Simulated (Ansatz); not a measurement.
# Li on Pd(110): change of the work function, part 4 of 5

Aim: the work function of Pd(110) at several coverages of Li (longbridge site), and the dipole that each adsorbate carries.

Ansatz 0.2.0; plane-wave DFT, PBE-D3(BJ), Ansatz PAW.

So far, work function, upper face (eV): step 2 (the clean slab) 4.73; step 3 (21 atoms, coverage 0.25 ML, cell 2x2) 3.74; step 4 (22 atoms, coverage 0.5 ML, cell 2x2) 3.24; step 5 (6 atoms, coverage 1 ML, cell 1x1) 2.94.

## (7) The slab at 0.25 ML, atoms frozen

This step: plane-wave DFT, PBE-D3(BJ), Ansatz PAW (Ansatz 0.2.0).

System of this step: Li/Pd(110). The cell holds 21 atoms: 20 Pd and 1 Li. Cell: a = 7.780 Å, b = 5.501 Å, c = 25.492 Å, α = 90.0°, β = 90.0°, γ = 90.0°. Vacuum lies along c.

To see where the charge goes, the covered slab, the bare substrate and the adsorbate layer are each run at the same frozen positions and on the same grid.

input.yaml

```yaml
crystal:
  lattice:
    - [7.78, 0.0, 0.0]
    - [0.0, 5.5012907576, 0.0]
    - [0.0, 0.0, 25.492282176]
  atoms:
    - { symbol: Pd, position: [0.0, 0.0, 0.3530480299] }
    - { symbol: Pd, position: [0.25, 0.25, 0.4069985817] }
    - { symbol: Pd, position: [0.0041702239, 0.0, 0.4609424355] }
    - { symbol: Pd, position: [0.25, 0.2485269533, 0.5209150515] }
    - { symbol: Pd, position: [-0.0189469954, 0.0, 0.5673279858] }
    - { symbol: Pd, position: [0.0, 0.5, 0.3530480299] }
    - { symbol: Pd, position: [0.25, 0.75, 0.4069985817] }
    - { symbol: Pd, position: [0.0049328066, 0.5, 0.4614876444] }
    - { symbol: Pd, position: [0.25, 0.7514730467, 0.5209150515] }
    - { symbol: Pd, position: [-0.0045075318, 0.5, 0.5693363656] }
    - { symbol: Pd, position: [0.5, 0.0, 0.3530480299] }
    - { symbol: Pd, position: [0.75, 0.25, 0.4069985817] }
    - { symbol: Pd, position: [0.4958297761, 0.0, 0.4609424355] }
    - { symbol: Pd, position: [0.75, 0.2554027892, 0.5146492595] }
    - { symbol: Pd, position: [0.5189469954, 0.0, 0.5673279858] }
    - { symbol: Pd, position: [0.5, 0.5, 0.3530480299] }
    - { symbol: Pd, position: [0.75, 0.75, 0.4069985817] }
    - { symbol: Pd, position: [0.4950671934, 0.5, 0.4614876444] }
    - { symbol: Pd, position: [0.75, 0.7445972108, 0.5146492595] }
    - { symbol: Pd, position: [0.5045075318, 0.5, 0.5693363656] }
    - { symbol: Li, position: [0.25, 0.0, 0.6153340015] }
kpoints:
  mp_grid: { grid: [4, 6, 1] }
hamiltonian:
  xc: pbe
  dispersion: d3bj
scf:
  occupations: { method: fermi_dirac, width: 0.1 }
  convergence: { dr2_threshold: 1.0e-08 }
efield:
  axis: 3
  dipole_correction: true
  ramp_position: 0.97
  ramp_width: 0.06
output:
  write_potential: true
  write_density: true
  volumetric_format: npy
```

Started as:

```bash
$ ansatz run input.yaml --threads 4 --pin off --max-ram 12288MiB --backend cpu --events-out ev --progress --plain --runs-dir out
```

Numbers of over 12 decimals in the logs are rounded to 6 here.

The program printed:

```text
[...]
Crystal: 21 atoms, lattice volume = 1091.071 Å³
Basis set: ecut = 420 eV, 21301 PW (Γ)
Bands: 218, of which v1, the nominal top of the filled ones, is band 182 counted from 1 (181 counted from 0)
Symmetry: 4 space group operations
[...]
k-points: 12 of 24
[...]
SCF iter   1: F=—  HF=-139664.309771 eV  |F-HF|=—  |Δ(HF+E_count)|=         —  Δρ=6.49e-3  dr2=2.21e0  ethr=1.77e-3  p=0.202 e·Å  D=3.36e-2 V/Å  ΔV_dip=-0.86 eV  dr2_dipole=7.42e-3  V_vac-E_F(+/−)=3.67/4.52 eV  ⟨swp⟩=7.3  Hψ=10805  notcnv=0  defer=141
[...]
SCF iter  13: F=-139664.212376 eV  HF=-139664.212376 eV  |F-HF|=1.34e-9  |Δ(HF+E_count)|=   1.31e-8  Δρ=5.56e-7  dr2=6.97e-9  ethr=2.75e-12  p=0.230 e·Å  D=3.82e-2 V/Å  ΔV_dip=-0.97 eV  dr2_dipole=4.25e-10  V_vac-E_F(+/−)=3.74/4.71 eV  ⟨swp⟩=31.8  Hψ=11112  notcnv=0
SCF 1 converged in 13 iterations: F = -139664.212376 eV  dr2 = 6.97e-9
[...]
SCF converged after 13 iterations
Free energy (F): -139664.212376 eV
[...]
Internal energy: -139662.889017 eV  (E = F + TS)
E sigma→0 (E₀):  -139663.550696 eV
Entropy (-TS):   -1.323358 eV (-63.017 meV/atom)
Fermi energy:    2.351314 eV
Dipole field:    D = 0.038204 V/Å  (p = 0.230356 e·Å, saw-weighted, corrected)
Work function:   Φ+ = 3.7394 eV   Φ− = 4.7133 eV
[...]
--- Band table (eV; the first three rows and the last of 12) ---
  k-point 0: bands = [... 178 lower, 2.3992, 2.4063, 2.4182, 2.4393, 2.4620, 2.4817, 2.5118, 2.5543, ... 32 higher]
  k-point 1: bands = [... 178 lower, 2.2266, 2.2516, 2.3027, 2.3805, 2.3935, 2.4261, 2.5475, 2.5603, ... 32 higher]
  k-point 2: bands = [... 178 lower, 2.0706, 2.1862, 2.1931, 2.2048, 2.4551, 2.4933, 2.5281, 2.5793, ... 32 higher]
  k-point 11: bands = [... 178 lower, 2.1770, 2.1960, 2.2155, 2.2275, 2.2346, 2.2417, 2.2514, 2.6251, ... 32 higher]
```

Wall time 2.8 min (4 threads of Arm Neoverse V1, shared host); peak memory 5.6 GiB; 11 min of CPU time.

Numbers from this step:

```
energy at zero smearing        : -139663.5507 eV
work function, upper face      : 3.739 eV
work function, lower face      : 4.713 eV
dipole along the normal        : 0.2304 e·Å
step between the vacuum levels : -0.9739 eV
```

The work function of the upper face is 3.74 eV.

## (8) The substrate of the 0.25 ML cell alone

System of this step: Li/Pd(110), substrate alone, atoms held. The cell holds 20 atoms: 20 Pd. Cell: a = 7.780 Å, b = 5.501 Å, c = 25.492 Å, α = 90.0°, β = 90.0°, γ = 90.0°. Vacuum lies along c.

The second part, atoms unmoved.

input.yaml: that of step 7 with these lines changed.

```diff
@@ -26,3 +26,2 @@
     - { symbol: Pd, position: [0.5045075318, 0.5, 0.5693363656] }
-    - { symbol: Li, position: [0.25, 0.0, 0.6153340015] }
 kpoints:
```

The program printed:

```text
[...]
Crystal: 20 atoms, lattice volume = 1091.071 Å³
Basis set: ecut = 420 eV, 21301 PW (Γ)
Bands: 216, of which v1, the nominal top of the filled ones, is band 180 counted from 1 (179 counted from 0)
Symmetry: 4 space group operations
[...]
k-points: 12 of 24
[...]
SCF iter   1: F=—  HF=-139457.993287 eV  |F-HF|=—  |Δ(HF+E_count)|=         —  Δρ=6.22e-3  dr2=1.91e0  ethr=1.77e-3  p=-0.015 e·Å  D=-2.44e-3 V/Å  ΔV_dip=0.06 eV  dr2_dipole=2.91e-2  V_vac-E_F(+/−)=4.59/4.53 eV  ⟨swp⟩=7.4  Hψ=10908  notcnv=0  defer=110
[...]
SCF iter  12: F=-139457.908436 eV  HF=-139457.908436 eV  |F-HF|=1.42e-8  |Δ(HF+E_count)|=   1.63e-7  Δρ=5.85e-7  dr2=7.35e-9  ethr=2.78e-12  p=-0.006 e·Å  D=-1.00e-3 V/Å  ΔV_dip=0.03 eV  dr2_dipole=1.87e-11  V_vac-E_F(+/−)=4.75/4.72 eV  ⟨swp⟩=25.8  Hψ=12222  notcnv=0
the search or the solves at the SCF's close seem to have found levels that the self-consistency loop had missed (the run counts 1). By its estimate they hold under 1e-12 electrons; where the run keeps them, the occupations were computed again with them
SCF 1 converged in 12 iterations: F = -139457.908436 eV  dr2 = 7.35e-9
[...]
SCF converged after 12 iterations
Free energy (F): -139457.908436 eV
[...]
Internal energy: -139456.552642 eV  (E = F + TS)
E sigma→0 (E₀):  -139457.230539 eV
Entropy (-TS):   -1.355793 eV (-67.790 meV/atom)
Fermi energy:    1.893781 eV
Dipole field:    D = -0.001006 V/Å  (p = -0.006067 e·Å, saw-weighted, corrected)
Work function:   Φ+ = 4.7489 eV   Φ− = 4.7233 eV
[...]
--- Band table (eV; the first three rows and the last of 12) ---
  k-point 0: bands = [... 176 lower, 1.9036, 1.9510, 1.9710, 1.9914, 2.0200, 2.0235, 2.1058, 2.1073, ... 32 higher]
  k-point 1: bands = [... 176 lower, 1.7757, 1.8067, 1.8483, 1.8566, 1.9338, 1.9465, 1.9866, 2.1048, ... 32 higher]
  k-point 2: bands = [... 176 lower, 1.5898, 1.6273, 1.7453, 1.7572, 1.7836, 2.0107, 2.0511, 2.1153, ... 32 higher]
  k-point 11: bands = [... 176 lower, 1.7327, 1.7402, 1.7663, 1.7706, 1.7883, 1.7948, 1.8027, 1.8069, ... 32 higher]
```

It took 2.6 min on 4 threads; peak memory 5.5 GiB; 10 min of CPU time.

This step gave:

```yaml
energy_at_zero_smearing: -139457.2305 eV
work_function_upper_face: 4.749 eV
work_function_lower_face: 4.723 eV
dipole_along_the_normal: -0.006067 e·Å
step_between_the_vacuum_levels: 0.02565 eV
```

The work function of the upper face is 4.75 eV.

## (9) The adsorbate layer of the 0.25 ML cell alone

System of this step: Li/Pd(110), adsorbate layer alone, atoms held. The cell holds 1 atom: 1 Li. Its edges and angles: a = 7.780 Å, b = 5.501 Å, c = 25.492 Å, α = 90.0°, β = 90.0°, γ = 90.0°. Vacuum lies along c.

The third part; a free layer of atoms may carry a moment, so spin is on.

input.yaml, the sections that differ from step 8:

```yaml
crystal:
  lattice:
    - [7.78, 0.0, 0.0]
    - [0.0, 5.5012907576, 0.0]
    - [0.0, 0.0, 25.492282176]
  atoms:
    - { symbol: Li, position: [0.25, 0.0, 0.6153340015], spin: 1.0 }
magnetization:
  spin_polarized: true
# kpoints, hamiltonian, scf, efield, output: as in step 8
```

The program printed:

```text
[...]
Crystal: 1 atoms, lattice volume = 1091.071 Å³
Basis set: ecut = 420 eV, 21301 PW (Γ)
Bands: 6, of which v1, the nominal top of the filled ones, is band 2 counted from 1 (1 counted from 0)
Symmetry: 4 space group operations
k-points: 12 of 24
[...]
Starting moments: Σ|m| = 1 μB on 1 of 1 site
[...]
SCF iter  15: F=—  HF=-203.131751 eV  |F-HF|=—  |Δ(HF+E_count)|=   1.74e-4  Δρ=9.10e-5 (↑9.10e-5 ↓3.36e-5)  dr2=6.43e-4  dr2_m=1.64e-5  M=0.760 μB ∫|m|=0.760 μB  β_m=1.20  ethr=3.65e-8  p=0.000 e·Å  D=6.72e-7 V/Å  ΔV_dip=-0.00 eV  dr2_dipole=1.40e-12  V_vac-E_F(+/−)=2.83/2.83 eV  ⟨swp⟩=2.2  Hψ=201  notcnv=0
[...]
spin-set hold released at iteration 15 (site moments' squared step at or under half its running peak, from the soft ceiling on): the magnetisation degrees of freedom join the quasi-Newton model from the next iteration; the mixer history was flushed
SCF iter  16: F=—  HF=-203.132508 eV  |F-HF|=—  |Δ(HF+E_count)|=   7.57e-4  Δρ=6.90e-5 (↑6.90e-5 ↓3.63e-5)  dr2=5.08e-4  dr2_m=5.88e-6  M=0.778 μB ∫|m|=0.778 μB  β_m=1.20  ethr=3.65e-8  p=0.000 e·Å  D=4.67e-7 V/Å  ΔV_dip=-0.00 eV  dr2_dipole=1.23e-12  V_vac-E_F(+/−)=2.82/2.82 eV  ⟨swp⟩=3.4  Hψ=231  notcnv=0  κ⁻¹=1.0e0(r=1)
density mixer auto → broyden: no gap read (density of states about μ 0.67 of a free-electron gas's, 18 screened modes)
SCF iter  17: F=—  HF=-203.134941 eV  |F-HF|=—  |Δ(HF+E_count)|=   2.43e-3  Δρ=4.09e-5 (↑3.58e-5 ↓4.09e-5)  dr2=4.38e-5  dr2_m=1.25e-5  M=0.882 μB ∫|m|=0.882 μB  β_m=1.20  ethr=3.65e-8  p=-0.000 e·Å  D=-7.03e-7 V/Å  ΔV_dip=0.00 eV  dr2_dipole=6.04e-12  V_vac-E_F(+/−)=2.72/2.72 eV  ⟨swp⟩=4.4  Hψ=313  notcnv=0  κ⁻¹=1.1e-2(r=2)
[...]
SCF iter  48: F=-203.138326 eV  HF=-203.138326 eV  |F-HF|=2.10e-12  |Δ(HF+E_count)|=  5.77e-12  Δρ=5.03e-10 (↑5.03e-10 ↓4.62e-10)  dr2=1.45e-14  dr2_m=1.64e-15  M=1.000 μB ∫|m|=1.000 μB  ethr=1.00e-12  p=0.000 e·Å  D=2.21e-7 V/Å  ΔV_dip=-0.00 eV  dr2_dipole=1.36e-15  V_vac-E_F(+/−)=2.42/2.42 eV  ⟨swp⟩=1.8  Hψ=583  notcnv=0
SCF 1 converged in 48 iterations: F = -203.138326 eV  dr2 = 1.45e-14
[...]
this state was not tested for a lower state beside it, because the mixer in use, unlike msr1, does not test its closes by its own steps (another_mixer; see scf.mixing.algorithm and scf.lower_state_search)
SCF converged after 48 iterations
an eigenvalue changed by more than its tolerance at an iteration that met the thresholds in force, so the SCF went on 5 times, its first undamped step at iteration 44: the last check found none over its tolerance
Magnetization: 1.0000 μB (2.0000 up, 1.0000 down)
Absolute magnetization: 1.0000 μB (∫|ρ↑−ρ↓|, with the PAW one-centre terms)
[...]
Per-site moments (μB) at R_I (Å): [(0.755590, 2.269282)]
Free energy (F): -203.138326 eV
[...]
Internal energy: -203.135314 eV  (E = F + TS)
E sigma→0 (E₀):  -203.136820 eV
Entropy (-TS):   -0.003012 eV (-3.012 meV/atom)
Fermi energy:    -2.283612 eV
Dipole field:    D = 0.000000 V/Å  (p = 0.000001 e·Å, saw-weighted, corrected)
Work function:   Φ+ = 2.4212 eV   Φ− = 2.4212 eV
[...]
--- Band table (eV; the first three rows and the last of 24) ---
[...]
```

Run time: 31 s. Hardware: 4 threads; peak memory 1 GiB.

This step gave:

```yaml
energy_at_zero_smearing: -203.1368 eV
total_moment: 1.0000 μB
site_moments: 0.7556 μB
dipole_along_the_normal: 1.20e-6 e·Å
```

Site moment by atom:

| atom | site moment (μB) |
| --- | --- |
| Li1 | 0.756 |

The free layer carries a moment of 1.0 μB a cell.

## (10) Where the charge went at 0.25 ML

This step: plane-wave DFT, PBE-D3(BJ), Ansatz PAW; density difference on adsorption (Ansatz 0.2.0).

The densities of the parts are taken from that of the whole and averaged over planes; the first moment of what is left gives the step in the potential.

Numbers from this step:

- largest charge moved: 0.004585 e/Å²
- potential step from the moved charge: -0.9997 eV

Planar mean, whole system less its parts. The electron density difference by z:

z (Å), electron density difference (e/Å³) and a bar from the least value:
```
      4.5    0.00000 ##########
      5.0    0.00000 ##########
      5.5    0.00000 ##########
      6.0    0.00000 ##########
      6.5    0.00001 ##########
      7.0    0.00001 ##########
      7.5   -0.00001 ##########
      8.0   -0.00009 ##########
      8.5   -0.00003 ##########
      9.0    0.00024 ###########
      9.5   -0.00028 #########
     10.0    0.00000 ##########
     10.5    0.00004 ##########
     11.0    0.00022 ###########
     11.5    0.00008 ##########
     12.0   -0.00037 #########
     12.5   -0.00062 ########
     13.0   -0.00023 #########
     13.5   -0.00137 #####
     14.0   -0.00210 ###
     14.5    0.00272 ###################
     15.0    0.00383 #######################
     15.5    0.00597 ##############################
     16.0    0.00156 ###############
     16.5   -0.00257 #
     17.0   -0.00297 
     17.5   -0.00191 ####
     18.0   -0.00098 #######
     18.5   -0.00045 ########
     19.0   -0.00020 #########
     19.5   -0.00008 ##########
     20.0   -0.00003 ##########
     20.5   -0.00001 ##########
     21.0   -0.00001 ##########
     21.5    0.00000 ##########
     22.0    0.00000 ##########
     22.5    0.00000 ##########
```

Planar mean, whole system less its parts. Table of electrons moved below z by z:

z (Å), electrons moved below z (e/Å²) and a bar from the least value:
```
      4.5    0.00000 #########
      5.0    0.00000 #########
      5.5    0.00000 #########
      6.0    0.00000 #########
      6.5    0.00001 #########
      7.0    0.00001 #########
      7.5    0.00001 #########
      8.0   -0.00002 #########
      8.5   -0.00006 ########
      9.0    0.00003 #########
      9.5   -0.00001 #########
     10.0   -0.00009 ########
     10.5   -0.00007 ########
     11.0   -0.00001 #########
     11.5    0.00006 #########
     12.0    0.00011 #########
     12.5   -0.00017 ########
     13.0   -0.00034 #######
     13.5   -0.00073 #####
     14.0   -0.00185 
     14.5   -0.00138 ##
     15.0   -0.00024 ########
     15.5    0.00290 ######################
     16.0    0.00458 ##############################
     16.5    0.00386 ###########################
     17.0    0.00234 ####################
     17.5    0.00119 ##############
     18.0    0.00054 ###########
     18.5    0.00024 ##########
     19.0    0.00010 #########
     19.5    0.00004 #########
     20.0    0.00002 #########
     20.5    0.00001 #########
     21.0    0.00000 #########
     21.5    0.00000 #########
     22.0    0.00000 #########
```

[end of part 4 of 5]

[Logs are printed without paths, hosts, clocks, repeated set-up lines and the standing remarks that a program may print on its own settings, such as how far it seeks lower states.]

[Hosts, paths, dates, database ids (printed as entryN), source tags and the programs' standing remarks are cut or masked in the printed files.]

[Maps of the electrostatic potential energy from Ansatz leave out the sawtooth potential of an applied field or a dipole correction, so their vacuum need not be flat; planar profiles and work functions include it.]
